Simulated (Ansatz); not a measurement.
# The false plateau in GW convergence: MgH2 (P4_2/mnm), part 2 of 2

Aim: vary empty bands and screening cutoff apart and together in G0W0 on MgH2 (P4_2/mnm).

Ansatz 0.2.0; G0W0 on PBE, plane waves, PAW; PAW set soft_1. Known limits of the many-body steps: not at the basis limit; coarse k mesh.

So far. Step 7 (257 empty bands, screening to 150 eV): The G0W0 gap on the mesh is 5.937 eV.

**8. 456 empty bands, screening to 220 eV**

Contents of input.yaml:

```yaml
crystal:
  lattice:
    - [4.5168, 0.0, 0.0]
    - [0.0, 4.5168, 0.0]
    - [0.0, 0.0, 3.0205]
  atoms:
    - { symbol: Mg, position: [0.0, 0.0, 0.0] }
    - { symbol: Mg, position: [0.5, 0.5, 0.5] }
    - { symbol: H, position: [0.306, 0.306, 0.0] }
    - { symbol: H, position: [0.194, 0.806, 0.5] }
    - { symbol: H, position: [0.694, 0.694, 0.0] }
    - { symbol: H, position: [0.806, 0.194, 0.5] }
kpoints:
  mp_grid: { grid: [4, 4, 4] }
hamiltonian:
  xc: pbe
  pseudopotentials: { kind: paw, azcp: { folder: soft_1 } }
scf:
  occupations: { method: fixed }
gw:
  n_empty_bands: 456
  ecut_chi: 220
  qp_bands: [v2, c2]
  qp_kpoints: band_edges
  screening: { model: contour_deformation }
```

Run with:

```
ansatz run input.yaml --threads 2 --pin off --max-ram 92160MiB --backend cuda --events-out ev --progress --plain --runs-dir out --devices 1 --max-vram 13GiB
```

Numbers of over 12 decimals in the logs are rounded to 6 here.

Output:

```text
GPUs: using 1 of 1 available (devices: 1).
[...]
GPU FFT provider: cuFFT
GPU libraries: cuBLAS 13.8.2, cuFFT 12.4.0, cuSOLVER 12.3.4
Crystal: 6 atoms, lattice volume = 61.623 Å³
Basis set: ecut = 420 eV, 1195 PW (Γ)
Bands: 18, of which v1, the nominal top of the filled ones, is band 12 counted from 1 (11 counted from 0)
Symmetry: 16 space group operations
[...]
k-points: 18 of 64
[...]
2    14      8.0068    -5.6087    -4.1505   -10.4537  0.7948     8.7082     8.7013  root
[...]
17    11      0.8360   -15.0747     2.3985   -11.1172  0.7575    -0.7659    -0.7230  root
    17    12      0.8360   -15.0747     2.3985   -11.1172  0.7575    -0.7659    -0.7230  root
    17    13      5.6151    -5.2607    -3.6700    -9.5221  0.8105     6.2102     6.2065  root
    17    14      5.6151    -5.2607    -3.6700    -9.5221  0.8105     6.2102     6.2065  root
[key lines of the parts left out:]
SCF converged after 6 iterations
Free energy (F): -3912.183520 eV
Fermi energy:    1.709112 eV
```

Run time: 20 s. Hardware: 1 × NVIDIA H100 80GB HBM3 (shared by 6 runs) with 2 threads of AMD EPYC 7R13 (Zen 3), shared host; peak memory 1.6 GiB; 26 s of CPU time.

The G0W0 gap on the mesh is 5.994 eV.

**9. 139 empty bands, screening to 300 eV**

Changes to input.yaml since step 8:

```diff
@@ -20,4 +20,4 @@
 gw:
-  n_empty_bands: 456
-  ecut_chi: 220
+  n_empty_bands: 139
+  ecut_chi: 300
   qp_bands: [v2, c2]
```

Output:

```text
GPUs: using 1 of 1 available (devices: 1).
[...]
GPU FFT provider: cuFFT
GPU libraries: cuBLAS 13.8.2, cuFFT 12.4.0, cuSOLVER 12.3.4
Crystal: 6 atoms, lattice volume = 61.623 Å³
Basis set: ecut = 420 eV, 1195 PW (Γ)
Bands: 18, of which v1, the nominal top of the filled ones, is band 12 counted from 1 (11 counted from 0)
Symmetry: 16 space group operations
[...]
k-points: 18 of 64
[...]
2    14      8.0068    -5.6087    -4.0439   -10.4537  0.7950     8.8171     8.8079  root
[...]
17    11      0.8360   -15.0747     2.5108   -11.1172  0.7577    -0.6470    -0.6106  root
    17    12      0.8360   -15.0747     2.5108   -11.1172  0.7577    -0.6470    -0.6106  root
    17    13      5.6151    -5.2607    -3.5816    -9.5221  0.8106     6.2998     6.2949  root
    17    14      5.6151    -5.2607    -3.5816    -9.5221  0.8106     6.2998     6.2949  root
[key lines of the parts left out:]
SCF converged after 6 iterations
Free energy (F): -3912.183520 eV
Fermi energy:    1.709112 eV
```

Elapsed: 15 s, on 1 × NVIDIA H100 80GB HBM3 (shared by 6 runs) with 2 threads; peak memory 2.2 GiB.

The G0W0 gap on the mesh is 5.955 eV.

**10. 727 empty bands, screening to 300 eV**

Changes to input.yaml since step 9:

```diff
@@ -20,3 +20,3 @@
 gw:
-  n_empty_bands: 139
+  n_empty_bands: 727
   ecut_chi: 300
```

Output:

```text
GPUs: using 1 of 1 available (devices: 1).
[...]
GPU FFT provider: cuFFT
GPU libraries: cuBLAS 13.8.2, cuFFT 12.4.0, cuSOLVER 12.3.4
Crystal: 6 atoms, lattice volume = 61.623 Å³
Basis set: ecut = 420 eV, 1195 PW (Γ)
Bands: 18, of which v1, the nominal top of the filled ones, is band 12 counted from 1 (11 counted from 0)
Symmetry: 16 space group operations
[...]
k-points: 18 of 64
[...]
2    14      8.0068    -5.6087    -4.1581   -10.4537  0.7947     8.7003     8.6936  root
[...]
17    11      0.8360   -15.0747     2.3700   -11.1172  0.7574    -0.7958    -0.7514  root
    17    12      0.8360   -15.0747     2.3700   -11.1172  0.7574    -0.7958    -0.7514  root
    17    13      5.6151    -5.2607    -3.6737    -9.5221  0.8104     6.2064     6.2028  root
    17    14      5.6151    -5.2607    -3.6737    -9.5221  0.8104     6.2064     6.2028  root
[key lines of the parts left out:]
SCF converged after 6 iterations
Free energy (F): -3912.183520 eV
Fermi energy:    1.709112 eV
```

Run time: 24 s. Hardware: 1 × NVIDIA H100 80GB HBM3 (shared by 6 runs) with 2 threads; peak memory 2.6 GiB.

The G0W0 gap on the mesh is 6.024 eV.

**11. The grid**

Start PBE, 4×4×4 mesh. Times are wall times on 1 × NVIDIA H100 80GB HBM3 (shared by 6 runs) with 2 threads of AMD EPYC 7R13 (Zen 3), shared host, good to a factor of about two.

| cutoff (eV) | plane waves at q = 0 | bands summed | gap (eV) | Σc valence (eV) | Σc conduction (eV) | time |
| --- | --- | --- | --- | --- | --- | --- |
| 50 | 47 | 61 | 5.693 | 2.58 | -3.45 | 12 s |
| 50 | 47 | 269 | 5.649 | 2.45 | -3.63 | 16 s |
| 100 | 145 | 151 | 5.851 | 2.25 | -3.62 | 12 s |
| 100 | 145 | 739 | 5.846 | 2.20 | -3.68 | 27 s |
| 150 | 267 | 61 | 5.861 | 2.48 | -3.38 | 7.8 s |
| 150 | 267 | 269 | 5.937 | 2.13 | -3.66 | 33 s |
| 220 | 471 | 468 | 5.994 | 2.06 | -3.67 | 20 s |
| 300 | 729 | 151 | 5.955 | 2.19 | -3.58 | 15 s |
| 300 | 729 | 739 | 6.024 | 2.03 | -3.67 | 24 s |

**12. Results**

```json
{
  "61 bands, 50 eV": "5.693 eV",
  "269 bands, 50 eV": "5.649 eV",
  "151 bands, 100 eV": "5.851 eV",
  "739 bands, 100 eV": "5.846 eV",
  "61 bands, 150 eV": "5.861 eV",
  "269 bands, 150 eV": "5.937 eV",
  "468 bands, 220 eV": "5.994 eV",
  "151 bands, 300 eV": "5.955 eV",
  "739 bands, 300 eV": "6.024 eV",
  "estimated limit along the diagonal": "6.07 eV",
  "mesh and start": "4×4×4, PBE"
}
```

What this shows: At 50 eV, going from 61 to 269 bands moves the gap by −0.04 eV. At 100 eV, going from 151 to 739 bands moves the gap by −0.01 eV. At 150 eV, going from 61 to 269 bands moves the gap by +0.08 eV. At 300 eV, going from 151 to 739 bands moves the gap by +0.07 eV. At 61 bands, raising the cutoff from 50 to 150 eV moves it by +0.17 eV. At 269 bands, raising the cutoff from 50 to 150 eV moves it by +0.29 eV. At 151 bands, raising the cutoff from 100 to 300 eV moves it by +0.10 eV. At 739 bands, raising the cutoff from 100 to 300 eV moves it by +0.18 eV. Along the diagonal, where both rise together, the two highest rungs point to 6.07 eV. The 4×4×4 mesh misses a band edge: on 6×6×8 the PBE gap is 3.80 eV, so these values are not the fundamental gap, which lies some 0.11 eV lower. A low cutoff hides what high bands add, so a band series at one cutoff can look settled before the gap is. The 4×4×4 mesh is coarse for this cell (its supercell is 12 Å along the shortest edge). The RPA ε∞ on it, from the PBE start, is 3.65 and 3.66; such meshes misread the long-range screening, most where the gap is narrow.

[Paths, hosts, dates, memory and timing lines, banners, echoed tables and standing remarks are left out of the program output.]

[Logs are printed without paths, hosts, clocks, repeated set-up lines and the standing remarks that a program may print on its own settings, such as how far it seeks lower states.]

[Runs of the session that timed out or met a known fault of the program may be left out.]

[Cells called generated may have been cut or substituted from an entry of the Crystallography Open Database or the Materials Project.]

[Hosts, paths, dates, database ids (printed as entryN), source tags and the programs' standing remarks are cut or masked in the printed files.]
